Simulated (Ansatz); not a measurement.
## Al6Si (built on the sites of a database entry of SiB6): following an unstable mode

Wanted: the energy along a soft mode of Al6Si (built on the sites of a database entry of SiB6) and the structure at the end.

Program: Ansatz 0.2.0. Level of theory: DFT PBEsol, scalar-relativistic, plane waves, PAW. Results are calculated unless marked as measured.

This is a report of a sequence of runs, with most program output left out.

The structure was built from a prototype and need not be the compound's stable phase.

**1. Set-up**

Symmetry: Pm-3m, No. 221, cubic system. The conventional cell has a = 6.149 Å, b = 6.149 Å, c = 6.149 Å, α = 90.00°, β = 90.00°, γ = 90.00°. Nearest to Si lie 24 Al at 4.51 Å. Nearest to Al lie 5 Al at 2.43 to 2.63 Å. Farther neighbours are not listed.

**2. Zone-centre response**

The cell comes from relaxations at this level that are not shown. The zone centre is the only wavevector solved here; it holds the modes that light can see, as far as symmetry allows. No field response is asked, since the mesh shows no gap.

input.yaml reads:

```yaml
crystal:
  lattice:
    - [6.1489135354, 0.0, 0.0]
    - [0.0, 6.1489135354, 0.0]
    - [0.0, 0.0, 6.1489135354]
  atoms:
    - { symbol: Si, position: [0.0, 0.0, 0.0] }
    - { symbol: Al, position: [0.1974385139, 0.5, 0.5] }
    - { symbol: Al, position: [0.5, 0.1974385139, 0.5] }
    - { symbol: Al, position: [0.8025614861, 0.5, 0.5] }
    - { symbol: Al, position: [0.5, 0.8025614861, 0.5] }
    - { symbol: Al, position: [0.5, 0.5, 0.1974385139] }
    - { symbol: Al, position: [0.5, 0.5, 0.8025614861] }
kpoints:
  mp_grid: { grid: [6, 6, 6] }
hamiltonian:
  xc: pbesol
scf:
  occupations: { method: methfessel_paxton, width: 0.15 }
output:
  eigenvalues: true
phonons:
  method: dfpt
```

Launch:

```bash
ansatz run input.yaml --threads 8 --pin off --max-ram 14336MiB --backend cpu --events-out ev --progress --plain --runs-dir out
```

Wall time 12 s (8 threads of Arm Neoverse V2, shared host); peak memory 1.4 GiB; 89 s of CPU time.

Numbers from this step:

```
volume per atom                                         : 33.21 Å³
gap on the k-mesh                                       : 0 eV
sum-rule residual before enforcement                    : 2.27e-5 eV/Å²
point group                                             : m-3m
highest optical mode at the zone centre (no LO-TO term) : 553.5 cm⁻¹
lowest optical zone-centre mode                         : -143.1 cm⁻¹
```

Patterns of degenerate modes are one choice out of their space. The modes at Γ (shares of kinetic energy by element, %) (negative means imaginary):

```csv
mode,frequency (cm⁻¹),symmetry,Si %,Al %
1,-143.1,T1u,85,15
2,-143.1,T1u,85,15
3,-143.1,T1u,85,15
4,-69.6,T1g,0,100
5,-69.6,T1g,0,100
6,-69.6,T1g,0,100
7,0.0,acoustic,15,85
8,0.0,acoustic,15,85
9,0.0,acoustic,15,85
10,165.4,T2u,0,100
11,165.4,T2u,0,100
12,165.4,T2u,0,100
13,232.0,T2g,0,100
14,232.0,T2g,0,100
15,232.0,T2g,0,100
16,304.9,T1u,0,100
17,304.9,T1u,0,100
18,304.9,T1u,0,100
19,445.7,Eg,0,100
20,445.7,Eg,0,100
21,553.5,A1g,0,100
```

Displacements in mode 3 (-143.1 cm⁻¹), the largest set to 1:
```
Si1  0.02  1.00 -0.55
Al2  0.00 -0.17  0.10
Al3  0.00 -0.17  0.10
Al4  0.00 -0.17  0.10
Al5  0.00 -0.17  0.10
Al6  0.00 -0.17  0.10
Al7  0.00 -0.17  0.10
```

Displacements in mode 12 (165.4 cm⁻¹), the largest set to 1:
```
Si1  0.00  0.00  0.00
Al2  0.00 -0.38  1.00
Al3 -0.30  0.00 -1.00
Al4  0.00 -0.38  1.00
Al5 -0.30  0.00 -1.00
Al6  0.30  0.38  0.00
Al7  0.30  0.38  0.00
```

Before it was imposed, the acoustic sum rule was missed by 2.3e-5 eV/Å². Small misses are needed for a sound result but don't prove that mesh and cutoff are converged. The lowest optical mode is imaginary, 143.1i cm⁻¹, so the energy falls along it.

**3. The mode frozen in, largest atomic shift 0 Å**

The mode followed lies at Γ with frequency 69.6i cm⁻¹ and is 3-fold degenerate, one of the unstable modes though not the softest. At small amplitude the distorted cell has space group no. 83 by a symmetry search on the positions. The undistorted cell that holds it gives the zero of energy on the same k mesh.

input.yaml, as its differences from that of step 2:

```diff
@@ -20,4 +20,4 @@
 output:
+  forces: true
+  stress: true
   eigenvalues: true
-phonons:
-  method: dfpt
```

Wall time 0.76 s (8 threads); peak memory 0.62 GiB.

Numbers from this step:

```
pressure                         : 1.04e-4 GPa
energy from the undistorted cell : 0 meV/atom
```

The run ends at a pressure of 0.00 GPa, with forces up to 3.4e-4 eV/Å.

**4. The mode frozen in, largest atomic shift 0.6 Å**

The atoms are moved along the unstable eigenvector, the largest shift by 0.6 Å, with the cell fixed.

input.yaml, the sections that differ from step 3:

```yaml
crystal:
  lattice:
    - [6.1489135354, 0.0, 0.0]
    - [0.0, 6.1489135354, 0.0]
    - [0.0, 0.0, 6.1489135354]
  atoms:
    - { symbol: Si, position: [0.0, 0.0, 0.0] }
    - { symbol: Al, position: [0.1974385139, 0.5, 0.5975782139] }
    - { symbol: Al, position: [0.5, 0.1974385139, 0.5] }
    - { symbol: Al, position: [0.8025614861, 0.5, 0.4024217861] }
    - { symbol: Al, position: [0.5, 0.8025614861, 0.5] }
    - { symbol: Al, position: [0.4024217861, 0.5, 0.1974385139] }
    - { symbol: Al, position: [0.5975782139, 0.5, 0.8025614861] }
# kpoints, hamiltonian, scf, output: as in step 3
```

Elapsed: 1.3 s, on 8 threads; peak memory 0.69 GiB; 9.1 s of CPU time.

Numbers from this step:

```
pressure                         : -3.703 GPa
energy from the undistorted cell : -27.61 meV/atom
```

The energy, extrapolated to zero smearing, is -27.61 meV/atom against the undistorted cell.

The run ends at a pressure of -3.70 GPa, with forces up to 0.46 eV/Å.

**5. Energy along the mode, all amplitudes (two of the runs are shown above)**

An imaginary frequency means negative curvature, so the energy should fall and then rise again as anharmonic terms take over.

This step gave:

| Quantity | Value |
| --- | --- |
| depth at the lowest point sampled | 27.61 meV/atom |
| largest atomic shift at that point | 0.6 Å |

Energy from the parent against largest atomic shift:

```csv
largest atomic shift (Å),energy from the parent (meV/atom)
0.000,0
0.040,-0.214
0.080,-0.838
0.140,-2.42
0.220,-5.34
0.320,-9.79
0.450,-17.3
0.600,-27.6
```

Displacement at unit largest shift by atom:

```
atom  x (Å)  y (Å)  z (Å)  size
 Si1   0.00   0.00   0.00  0.00
 Al2   0.00   0.00   1.00  1.00
 Al3   0.00   0.00   0.00  0.00
 Al4   0.00   0.00  -1.00  1.00
 Al5   0.00   0.00   0.00  0.00
 Al6  -1.00   0.00   0.00  1.00
 Al7   1.00   0.00   0.00  1.00
```

The lowest of the steps tried is the last one, at 0.6 Å, 27.6 meV/atom below the parent; the bottom of the well need not coincide with a step.

**6. Relaxing from the distorted cell**

Starting from the lowest point found, all atoms and the cell are let go, so that strain and other modes of the same symmetry can join in.

input.yaml, as its differences from that of step 4:

```diff
@@ -23 +23,6 @@
   eigenvalues: true
+relax:
+  adjacent_minimum: "off"
+  f_tol: 0.002
+  max_steps: 120
+  cell: { stress_tol: 0.03 }
```

Elapsed: 23 s, on 8 threads; peak memory 0.74 GiB; 2.8 min of CPU time.

Step by step:

| step | energy less that of the first step (eV) | largest force component (eV/Å) | pressure (GPa) | volume (Å³) |
| --- | --- | --- | --- | --- |
| 1 | 0.0000 | 0.4428 | -3.70 | 232.49 |
| 2 | -0.7988 | 0.6190 | -3.02 | 209.13 |
| 3 | -1.8646 | 1.1717 | -2.74 | 185.63 |
| 4 | -2.8740 | 0.9215 | -1.86 | 168.03 |
| 5 | -2.8366 | 2.1832 | 1.39 | 155.71 |
| 6 | -3.1360 | 0.3080 | -0.65 | 161.41 |
| 7 | -3.1865 | 0.0633 | -0.36 | 159.98 |
| 8 | -3.2831 | 0.4726 | 0.19 | 157.70 |
| 9 | -3.5178 | 0.5223 | 0.26 | 156.65 |
| 10 | -3.7026 | 0.3543 | 0.16 | 156.08 |
| 11 | -3.6433 | 0.7286 | 1.81 | 152.25 |
| 12 | -3.7348 | 0.4743 | -0.36 | 156.98 |
| 13 | -3.7452 | 0.0313 | 0.19 | 155.31 |
| 14 | -3.7454 | 0.0430 | -0.09 | 156.22 |
| 15 | -3.7457 | 0.0005 | 0.00 | 155.92 |
| 16* | -3.7434 | 0.0005 | -0.03 | 155.92 |
| 17 | -3.7434 | 0.0002 | 0.00 | 155.81 |
| 18* | -3.7434 | 0.0002 | 0.00 | 155.81 |

Relaxation steps marked * repeat the geometry before them on a plane-wave basis chosen anew for their cell, so energy and pressure can jump there. Relaxation steps 5, 11 were tried and not accepted.

Forces are held to the 8 operations that the run works with; a distortion that breaks them can't arise in this run.

| cell as run | before | after | change |
| --- | --- | --- | --- |
| a (Å) | 6.149 | 5.720 | -7.0 % |
| b (Å) | 6.149 | 4.763 | -22.5 % |
| c (Å) | 6.149 | 5.720 | -7.0 % |
| volume (Å³/atom) | 33.21 | 22.26 | -33.0 % |

The atoms that moved most (Å, as changes of fractional coordinates times the final cell):

```
atom      dx      dy      dz  length
 Al6  -0.600   0.000  -0.396   0.719
 Al2  -0.396   0.000   0.600   0.719
 Al4   0.396   0.000  -0.600   0.719
 Al7   0.600   0.000   0.396   0.719
 Al5   0.000  -0.239   0.000   0.239
 Al3   0.000   0.239   0.000   0.239
```

Numbers from this step:

| Item | Value |
| --- | --- |
| pressure | -0.001058 GPa |
| volume per atom | 22.26 Å³ |

The distorted start has space group P4/m; the relaxation ends in P4/m.

**7. The new phase in its own primitive cell**

The relaxed structure is symmetrised, reduced to its primitive cell and relaxed tightly, as its phonons need.

input.yaml, the sections that differ from step 6:

```yaml
crystal:
  lattice:
    - [5.7195596724, 0.0, 0.0]
    - [0.0, 5.7195596724, 0.0]
    - [0.0, 0.0, 4.7630069898]
  atoms:
    - { symbol: Si, position: [0.0, 0.0, 0.0] }
    - { symbol: Al, position: [0.871816841, 0.2974997552, 0.5] }
    - { symbol: Al, position: [0.5, 0.5, 0.7523634721] }
    - { symbol: Al, position: [0.128183159, 0.7025002448, 0.5] }
    - { symbol: Al, position: [0.5, 0.5, 0.2476365279] }
    - { symbol: Al, position: [0.7025002448, 0.871816841, 0.5] }
    - { symbol: Al, position: [0.2974997552, 0.128183159, 0.5] }
relax:
  adjacent_minimum: "off"
  f_tol: 0.001
  max_steps: 60
  cell: { stress_tol: 0.01 }
# kpoints, hamiltonian, scf, output: as in step 6
```

Run time: 2 s. Hardware: 8 threads; peak memory 0.56 GiB.

Little changed from the start: no atom moved by 0.005 Å and no cell edge by 0.1 %.

This step gave:

```
pressure : -0.001059 GPa
```

The largest force component left is 0.23 meV/Å and the pressure is -0.001 GPa, within the tolerances set. The cell now holds 22.26 Å³/atom.

**8. Modes of the new phase**

A relaxed structure may still be a saddle point, so its zone-centre modes are computed. No field response is asked, since the mesh shows no gap.

input.yaml, as its differences from that of step 7:

```diff
@@ -20,9 +20,4 @@
 output:
-  forces: true
-  stress: true
   eigenvalues: true
-relax:
-  adjacent_minimum: "off"
-  f_tol: 0.001
-  max_steps: 60
-  cell: { stress_tol: 0.01 }
+phonons:
+  method: dfpt
```

Run time: 21 s. Hardware: 8 threads; peak memory 1.4 GiB; 2.5 min of CPU time.

This step gave:

| Item | Value |
| --- | --- |
| sum-rule residual before enforcement | 5.97e-5 eV/Å² |
| point group | 4/m |
| highest optical mode at the zone centre (no LO-TO term) | 596.6 cm⁻¹ |
| lowest optical zone-centre mode | -137.1 cm⁻¹ |

Patterns of degenerate modes are one choice out of their space. The modes at Γ (shares of kinetic energy by element, %) (negative means imaginary):

```
mode  frequency (cm⁻¹)  symmetry  Si %  Al %
   1            -137.1        Eg     0   100
   2            -137.1        Eg     0   100
   3             -98.8        Au    84    16
   4             -76.9        Bu     0   100
   5               0.0  acoustic    15    85
   6               0.0  acoustic    15    85
   7               0.0  acoustic    15    85
   8              25.4        Eu    81    19
   9              25.4        Eu    81    19
  10             125.3        Bg     0   100
  11             134.4        Eg     0   100
  12             134.4        Eg     0   100
  13             142.1        Eu     4    96
  14             142.1        Eu     4    96
  15             147.3        Ag     0   100
  16             155.5        Au     1    99
  17             307.1        Ag     0   100
  18             327.7        Bg     0   100
  19             328.0        Eu     0   100
  20             328.0        Eu     0   100
  21             596.6        Ag     0   100
```

Displacements in mode 1 (-137.1 cm⁻¹), the largest set to 1:
```
Si1  0.00  0.00  0.00
Al2  0.00  0.00  1.00
Al3 -0.69  0.83  0.00
Al4  0.00  0.00 -1.00
Al5  0.69 -0.83  0.00
Al6  0.00  0.00 -0.45
Al7  0.00  0.00  0.45
```

Displacements in mode 16 (155.5 cm⁻¹), the largest set to 1:
```
Si1  0.00  0.00  0.15
Al2  0.00  0.00 -0.54
Al3  0.00  0.00  1.00
Al4  0.00  0.00 -0.54
Al5  0.00  0.00  1.00
Al6  0.00  0.00 -0.54
Al7  0.00  0.00 -0.54
```

Before it was imposed, the acoustic sum rule was missed by 6.0e-5 eV/Å². Small misses are needed for a sound result but don't prove that mesh and cutoff are converged. The lowest optical mode is imaginary, 137.1i cm⁻¹, so the energy falls along it.

**9. Outcome**

| Quantity | Value |
| --- | --- |
| unstable mode of the parent | q = (0, 0, 0), 70i cm⁻¹ |
| depth at the lowest point sampled | 27.6 meV/atom |
| largest atomic shift at that point | 0.6 Å |
| space group reached (within 0.01 Å) | P4/m |
| energy gained over the parent (first relaxation, on the mesh of the frozen mode) | 562 meV/atom |
| volume per atom, phase reached | 22.3 Å³ |
| lowest optical zone-centre mode, phase reached | -137 cm⁻¹ |
| highest optical mode at the zone centre (no LO-TO term), phase reached | 597 cm⁻¹ |

Along this mode the structure falls into P4/m, 562 meV/atom below the parent. At the parent's cell the well is 27.61 meV/atom deep on the steps tried, with its lowest point at a shift of 0.6 Å. That is the last step tried, so the steps alone don't bracket the bottom of the well. Relaxing atoms and cell changes the gain by +534.53 meV/atom against the lowest step (energies at zero smearing). Most of the total comes from this relaxation. The new phase still has an imaginary mode at the zone centre of its cell, so it is a saddle point on the way to a lower structure. Of the 6 patterns followed to their end from this parent, this one ends 589 meV/atom above the lowest, R-3. Each path keeps the symmetry of its pattern, so a lower phase may lie along a pattern not tried. With no gap, or one that is small against the smearing, the frequencies hang on the k mesh and the smearing, most of all near Kohn anomalies. The starting cell was built on a prototype and not taken from a measurement, so the phase need not exist.

[Logs are printed without paths, hosts, clocks, repeated set-up lines and the standing remarks that a program may print on its own settings, such as how far it seeks lower states.]

[Hosts, paths, dates, database ids (printed as entryN), source tags and the programs' standing remarks are cut or masked in the printed files.]
